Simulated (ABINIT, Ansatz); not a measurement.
## TiO2 (Rutile): G0W0 with ABINIT, start to end

How does a plane-wave GW calculation on TiO2 (Rutile) run from the first input to the gap?

Calculated with ABINIT 10.8.3; PBE and many-body steps on it, plane waves.

**What was measured.**

- Gap 3.03 eV: direct gap, E perpendicular to c; optical experiment; 1.6 K; bulk crystal (literature value) (quoted in “Shallow Valence Band of Rutile GeO2 and P-type Doping”, 2020, arxiv:2011.08928).

- Gap 3.09 ± 0.06 eV: optical gap from Tauc plot assuming indirect allowed transition; UV/vis diffuse reflectance, Kubelka-Munk and Tauc analysis; film (30 nm ALD shell on quartz particles, grown at 200 C, annealed in air at 500 C; rutile-rich with some anatase) on SiO2 (quartz particles) (“Defect-Mediated Crystallization of the Particulate TiO2 Photocatalyst Grown by Atomic Layer Deposition”, 2024, pmc:11726664).

- Gap 3.28 eV: optical bandgap after anatase to rutile transformation; spectroscopic ellipsometry; film (polycrystalline sol-gel film on Si(100), annealed at high temperature below 800 °C) (“Photocatalytic Performance of Sol-Gel Prepared TiO2 Thin Films Annealed at Various Temperatures”, 2023, pmc:10419699).

- Gap 3.05 eV: band gap; bulk crystal (literature experimental value) (quoted in “Hydrogen related defects in titanium dioxide at the interface to palladium”, 2021, arxiv:2112.05953).

## Step 1: The starting structure

The structure is tetragonal, space group P4_2/mnm (No. 136). The conventional cell has a = 4.592 Å, b = 4.592 Å, c = 2.957 Å, α = 90.00°, β = 90.00°, γ = 90.00°. Nearest to Ti lie 6 O at 1.95 to 1.98 Å. O has 3 Ti at 1.95 to 1.98 Å nearest. Farther neighbours and most contacts between anions are not listed.

Structure file:

```cif
data_structure
_symmetry_space_group_name_H-M 'P 1'
_symmetry_Int_Tables_number 1
_cell_length_a 4.5922
_cell_length_b 4.5922
_cell_length_c 2.9574
_cell_angle_alpha 90.000
_cell_angle_beta 90.000
_cell_angle_gamma 90.000
_cell_volume 62.37
loop_
_atom_site_label
_atom_site_type_symbol
_atom_site_fract_x
_atom_site_fract_y
_atom_site_fract_z
_atom_site_occupancy
Ti1 Ti 0.00000 0.00000 0.00000 1
Ti2 Ti 0.50000 0.50000 0.50000 1
O3 O 0.30496 0.30496 0.00000 1
O4 O 0.19504 0.80496 0.50000 1
O5 O 0.69504 0.69504 0.00000 1
O6 O 0.80496 0.19504 0.50000 1
```

The cell and positions come from the Crystallography Open Database and are kept as given unless a step says otherwise.

## Step 2: Ground state

This step: ABINIT 10.8.3; DFT, PBE, plane waves, norm-conserving pseudopotentials.

The ground-state density comes first.

Input file run.abi:

```
acell 3*1.0 Angstrom
rprim 
  4.592200000000 0.000000000000 0.000000000000
  0.000000000000 4.592200000000 0.000000000000
  0.000000000000 0.000000000000 2.957400000000
ntypat 2
znucl 22 8
natom 6
typat 1 1 2 2 2 2
xred 
  0.000000000000 0.000000000000 0.000000000000
  0.500000000000 0.500000000000 0.500000000000
  0.304960000000 0.304960000000 0.000000000000
  0.195040000000 0.804960000000 0.500000000000
  0.695040000000 0.695040000000 0.000000000000
  0.804960000000 0.195040000000 0.500000000000
pp_dirpath "pseudos"
pseudos "Ti.upf, O.upf"
ecut 38
ngkpt 4 4 8
nshiftk 1
shiftk 0 0 0
kptopt 1
chksymbreak 0
nband 31
occopt 1
tolvrs 1e-10
nstep 60
prtwf 0
optforces 0
optstress 0
indata_prefix "in"
outdata_prefix "out"
tmpdata_prefix "tmp"
```

Started as:

```bash
$ OMP_NUM_THREADS=1 mpirun -n 16 abinit run.abi > log
```

Numbers of over 12 decimals in the logs are rounded to 6 here.

What it wrote:

```text
.Version 10.8.3 of ABINIT. v10.8.2 released Aug 2026.

 Symmetries : space group P4_2/m n m (#136); Bravais tP (primitive tetrag.)
================================================================================
 Values of the parameters that define the memory need of the present run
     intxc =       0    ionmov =       0      iscf =       7    lmnmax =       6
     lnmax =       6     mgfft =      50  mpssoang =       3    mqgrid =    3001
     natom =       6  nloc_mem =       1    nspden =       1   nspinor =       1
    nsppol =       1      nsym =      16    n1xccc =    2501    ntypat =       2
    occopt =       1   xclevel =       2
-    mband =          31        mffmem =           1         mkmem =           2
       mpw =        4726          nfft =       80000          nkpt =          30
================================================================================
  Rough estimation (10% accuracy) of disk space for files :
================================================================================

--------------------------------------------------------------------------------
------------- Echo of variables that govern the present computation ------------
--------------------------------------------------------------------------------
 -outvars: echo values of preprocessed input variables --------
            acell      1.8897261259E+00  1.8897261259E+00  1.8897261259E+00 Bohr

      chksymbreak           0
             ecut      3.80000000E+01 Hartree
-          fftalg         312

              ixc     -101130
              kpt      0.00000000E+00  0.00000000E+00  0.00000000E+00
                       2.50000000E-01  0.00000000E+00  0.00000000E+00
                       5.00000000E-01  0.00000000E+00  0.00000000E+00
                       2.50000000E-01  2.50000000E-01  0.00000000E+00
                       5.00000000E-01  2.50000000E-01  0.00000000E+00
                       5.00000000E-01  5.00000000E-01  0.00000000E+00
                       0.00000000E+00  0.00000000E+00  1.25000000E-01
                       2.50000000E-01  0.00000000E+00  1.25000000E-01
                       5.00000000E-01  0.00000000E+00  1.25000000E-01
   [... 19 further rows ...]
                       5.00000000E-01  2.50000000E-01  5.00000000E-01
                       5.00000000E-01  5.00000000E-01  5.00000000E-01
         kptrlatt        4    0    0      0    4    0      0    0    8
          kptrlen      3.47120013E+01
P           mkmem           2
            natom           6
            nband          31
            ngfft          50      50      32
             nkpt          30
            nstep          60
             nsym          16
           ntypat           2
              occ      2.000000  2.000000  2.000000  2.000000  2.000000  2.000000
                       2.000000  2.000000  2.000000  2.000000  2.000000  2.000000
                       2.000000  2.000000  2.000000  2.000000  2.000000  2.000000
                       2.000000  2.000000  2.000000  2.000000  2.000000  2.000000
                       0.000000  0.000000  0.000000  0.000000  0.000000  0.000000
                       0.000000
        optforces           0
        optstress           0
            prtwf           0
            rprim      4.5922000000E+00  0.0000000000E+00  0.0000000000E+00
[...]
spgroup         136

           tolvrs      1.00000000E-10

             xred      0.0000000000E+00  0.0000000000E+00  0.0000000000E+00
[...]
znucl       22.00000    8.00000

================================================================================

 chkinp: Checking input parameters for consistency.

================================================================================
== DATASET  1 ==================================================================
-   mpi_nproc: 16, omp_nthreads: 1 (-1 if OMP is not activated)

--- !DatasetInfo
iteration_state: {dtset: 1, }
dimensions: {natom: 6, nkpt: 30, mband: 31, nsppol: 1, nspinor: 1, nspden: 1, mpw: 4726, }
cutoff_energies: {ecut:  38.0, pawecutdg:  -1.0, }
electrons: {nelect:   4.80000000E+01, charge:   0.00000000E+00, occopt:   1.00000000E+00, tsmear:   1.00000000E-02, }

 Real(R)+Recip(G) space primitive vectors, cartesian coordinates (Bohr,Bohr^-1):
 R(1)=  8.6780003  0.0000000  0.0000000  G(1)=  0.1152339  0.0000000  0.0000000
 R(2)=  0.0000000  8.6780003  0.0000000  G(2)=  0.0000000  0.1152339  0.0000000
 R(3)=  0.0000000  0.0000000  5.5886760  G(3)=  0.0000000  0.0000000  0.1789333
 Unit cell volume ucvol=  4.2087028E+02 bohr^3
 Angles (23,13,12)=  9.00000000E+01  9.00000000E+01  9.00000000E+01 degrees

 getcut: wavevector=  0.0000  0.0000  0.0000  ngfft=  50  50  32
         ecut(hartree)=     38.000   => boxcut(ratio)=   2.06340

--- Pseudopotential description ------------------------------------------------
- Ti Generated using ONCVPSP code by D. R. Hamann
- 22.00000  12.00000  171031                  znucl, zion, pspdat
12 -101130 2 -1 1586                          pspcod,pspxc,lmax,lloc,mmax
     nproj     2     2     2
  pspatm : epsatm=   14.68144553
         --- l  ekb(1:nproj) -->
[...]
pspatm: atomic psp has been read  and splines computed

- O Generated using ONCVPSP code by D. R. Hamann
-  8.00000   6.00000  171031                  znucl, zion, pspdat
12 -101130 2 -1 936                           pspcod,pspxc,lmax,lloc,mmax
     nproj     2     2     1
  pspatm : epsatm=    6.19545534
         --- l  ekb(1:nproj) -->
[...]
2   -1.331955
 pspatm: atomic psp has been read  and splines computed

   2.59894620E+03                                ecore*ucvol(ha*bohr**3)
--------------------------------------------------------------------------------

_setup2: Arith. and geom. avg. npw (full set) are    4710.164    4710.145

================================================================================

--- !BeginCycle
iteration_state: {dtset: 1, }
solver: {iscf: 7, nstep: 60, nline: 4, wfoptalg: 0, }
tolerances: {tolvrs: 1.00E-10, }

     iter   Etot(hartree)      deltaE(h)  residm     vres2
 ETOT  1  -184.23780405991    -1.842E+02 1.774E-01 2.427E+03
 ETOT  2  -168.40694662901     1.583E+01 9.072E-02 4.505E+04
 ETOT  3  -185.06733771596    -1.666E+01 5.710E-02 5.396E+02
 ETOT  4  -185.11133181299    -4.399E-02 3.515E-02 3.718E+02
 ETOT  5  -185.16076004906    -4.943E-02 5.087E-03 1.706E+02
 ETOT  6  -185.19665002475    -3.589E-02 4.993E-03 4.744E+01
 ETOT  7  -185.20975757115    -1.311E-02 5.689E-03 7.544E-01
 ETOT  8  -185.20988846144    -1.309E-04 1.925E-03 3.754E-01
 ETOT  9  -185.20999323765    -1.048E-04 3.693E-03 6.885E-04
 ETOT 10  -185.20999346967    -2.320E-07 1.054E-03 8.134E-05
 ETOT 11  -185.20999351158    -4.190E-08 1.887E-03 1.102E-06
 ETOT 12  -185.20999351226    -6.838E-10 4.657E-04 1.733E-08
 ETOT 13  -185.20999351229    -2.603E-11 8.106E-04 1.246E-08
 ETOT 14  -185.20999351229    -5.656E-12 4.243E-04 1.891E-10
 ETOT 15  -185.20999351229     2.814E-12 8.204E-04 1.067E-10
 ETOT 16  -185.20999351229     2.416E-12 4.645E-04 6.885E-12

 At SCF step   16       vres2   =  6.88E-12 < tolvrs=  1.00E-10 =>converged.

--- !ResultsGS
iteration_state: {dtset: 1, }
comment   : Summary of ground state results
lattice_vectors:
- [  8.6780003,   0.0000000,   0.0000000, ]
- [  0.0000000,   8.6780003,   0.0000000, ]
- [  0.0000000,   0.0000000,   5.5886760, ]
lattice_lengths: [   8.67800,    8.67800,    5.58868, ]
lattice_angles: [ 90.000,  90.000,  90.000, ] # degrees, (23, 13, 12)
lattice_volume:   4.2087028E+02
convergence: {deltae:  2.416E-12, res2:  6.885E-12, residm:  4.645E-04, diffor:  0.000E+00, }
etotal    :  -1.85209994E+02
entropy   :   0.00000000E+00
fermie    :   2.07992628E-01
cartesian_stress_tensor: null
pressure_GPa: null
xred      :
- [  0.0000E+00,   0.0000E+00,   0.0000E+00, Ti]
- [  5.0000E-01,   5.0000E-01,   5.0000E-01, Ti]
- [  3.0496E-01,   3.0496E-01,   0.0000E+00,  O]
- [  1.9504E-01,   8.0496E-01,   5.0000E-01,  O]
- [  6.9504E-01,   6.9504E-01,   0.0000E+00,  O]
- [  8.0496E-01,   1.9504E-01,   5.0000E-01,  O]
cartesian_forces: null
force_length_stats: {min: null, max: null, mean: null, }

 Integrated electronic density in atomic spheres:
 ------------------------------------------------
 Atom  Sphere_radius  Integrated_density
[...]
================================================================================

 ----iterations are completed or convergence reached----

 Mean square residual over all n,k,spin=   13.560E-07; max=  46.447E-05
 reduced coordinates (array xred) for    6 atoms
[...]
0.500000000000      0.500000000000      0.500000000000
       0.304960000000      0.304960000000      0.000000000000
       0.195040000000      0.804960000000      0.500000000000
       0.695040000000      0.695040000000      0.000000000000
       0.804960000000      0.195040000000      0.500000000000
 rms dE/dt=  0.0000E+00; max dE/dt=  0.0000E+00; dE/dt below (all hartree)
    1       0.000000000000      0.000000000000      0.000000000000
    2       0.000000000000      0.000000000000      0.000000000000
    3       0.000000000000      0.000000000000      0.000000000000
    4       0.000000000000      0.000000000000      0.000000000000
    5       0.000000000000      0.000000000000      0.000000000000
    6       0.000000000000      0.000000000000      0.000000000000

 cartesian coordinates (angstrom) at end:
    1      0.000000     0.000000     0.000000
    2      2.296100     2.296100     1.478700
    3      1.400437     1.400437     0.000000
    4      0.895663     3.696537     1.478700
    5      3.191763     3.191763     0.000000
    6      3.696537     0.895663     1.478700
 length scales=  1.889726125908  1.889726125908  1.889726125908 bohr
              =  1.000000000000  1.000000000000  1.000000000000 angstroms
 prteigrs : about to open file out_EIG
 Fermi (or HOMO) energy (hartree) =   0.20799   Average Vxc (hartree)=  -0.42239
 Eigenvalues (hartree) for nkpt=  30  k points:
 kpt#   1, nband= 31, wtk=  0.00781, kpt=  0.0000  0.0000  0.0000 (reduced coord)
  -1.88167   -1.88104   -1.01196   -1.01196   -1.00585   -1.00585   -1.00431   -1.00306
  -0.45917   -0.41623   -0.38859   -0.38859   -0.00405    0.01113    0.02781    0.06715
   0.06715    0.11434    0.11434    0.13502    0.18181    0.19139    0.19139    0.20799
   0.27843    0.28955    0.29815    0.30160    0.30160    0.37163    0.37784
 prteigrs : prtvol=0 or 1, do not print more k-points.

--- !EnergyTerms
iteration_state     : {dtset: 1, }
comment             : Components of total free energy in Hartree
kinetic             :  9.00957221990699E+01
hartree             :  4.27092651038724E+01
xc                  : -3.41695358225218E+01
Ewald energy        : -1.32190796511257E+02
psp_core            :  6.17517158894087E+00
local_psp           : -1.49407088145507E+02
non_local_psp       : -8.42273192488294E+00
total_energy        : -1.85209993512286E+02
total_energy_eV     : -5.03982067007845E+03
band_energy         : -2.04926177772404E+01

== END DATASET(S) ==============================================================
================================================================================

 -outvars: echo values of variables after computation  --------
           etotal     -1.8520999351E+02
            nband          31
             nkpt          30
          spgroup         136
 [... the other variables as echoed above ...]

 Calculation completed.
```

Wall time 34 s (16 MPI ranks of Arm Neoverse N1, shared host); peak memory 1.2 GiB.

Numbers from this step:

```
total energy               : -5039.8207 eV
gap                        : 1.917 eV
k of the valence top       : 0, 0, 0
k of the conduction bottom : 0, 0, 0
least direct gap           : 1.917 eV
```

The gap is direct, at Γ.

[end of part 1 of 3]

[Paths, hosts, dates, memory and timing lines, banners, echoed tables and standing remarks are left out of the program output.]

[Logs are printed without paths, hosts, clocks, repeated set-up lines and the standing remarks that a program may print on its own settings, such as how far it seeks lower states.]

[Runs of the session that timed out or met a known fault of the program may be left out.]

[Hosts, paths, dates, database ids (printed as entryN), source tags and the programs' standing remarks are cut or masked in the printed files.]

[G0W0 gaps are taken among the corrected bands and points alone; a level outside them can change the order at an edge.]

[Where Ansatz stands beside ABINIT at settings called matched, ABINIT's density can come from a denser mesh and the files from another edition; pairs whose starting gaps differed by over 0.03 eV were left out, so agreement reads better than it is.]
